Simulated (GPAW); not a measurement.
Computed results, one entry a study.

```cif
data_csh
_symmetry_space_group_name_H-M 'Fm-3m'
_symmetry_Int_Tables_number 225
_cell_length_a 6.3760
_cell_length_b 6.3760
_cell_length_c 6.3760
_cell_angle_alpha 90.000
_cell_angle_beta 90.000
_cell_angle_gamma 90.000
_cell_volume 259.21
loop_
_atom_site_label
_atom_site_type_symbol
_atom_site_symmetry_multiplicity
_atom_site_Wyckoff_symbol
_atom_site_fract_x
_atom_site_fract_y
_atom_site_fract_z
_atom_site_occupancy
Cs1 Cs 4 a 0.00000 0.00000 0.00000 1
H1 H 4 b 0.50000 0.00000 0.00000 1
_calc_subject 'Quasiparticle gap of CsH (Fm-3m) in GPAW'
_calc_method 'DFT, LDA, plane waves, PAW (and 1 further level or step)'
_calc_program 'GPAW 26.7.0'
_calc_settings_of_one_run 'cutoff 600 eV, GPAW PAW setups 1.2.1 data release, 4×4×4 k-mesh, nbands 426'
_calc_cost '3 runs, 81 s in all on 4 MPI ranks of Arm Neoverse V2, shared host (the runs of this entry)'
_calc_notes 'The database entry behind the starting cell differs from later determinations by our own check (0.1 to 0.3 % short, probably kX units). The cell and positions come from the Crystallography Open Database and are kept as given unless a step says otherwise. Limits: no spin-orbit coupling. Bands and cutoff are finite, so the gap is not at the basis limit. The miss can reach some tenths of an eV and take either sign; the mesh is an error of its own.'
_calc_lda_gap '1.95 eV, direct'
_calc_g0w0_gap_on_the_mesh '4.23 eV'
_calc_gw_settings '4×4×4 mesh, 193 bands, screening to 120 eV, Godby-Needs plasmon pole'
_calc_known_limits 'not at the basis limit; no spin-orbit coupling'
```

[Paths, hosts, dates, memory and timing lines, banners, echoed tables and standing remarks are left out of the program output.]

[Logs are printed without paths, hosts, clocks, repeated set-up lines and the standing remarks that a program may print on its own settings, such as how far it seeks lower states.]

[Runs of the session that timed out or met a known fault of the program may be left out.]

[Hosts, paths, dates, database ids (printed as entryN), source tags and the programs' standing remarks are cut or masked in the printed files.]
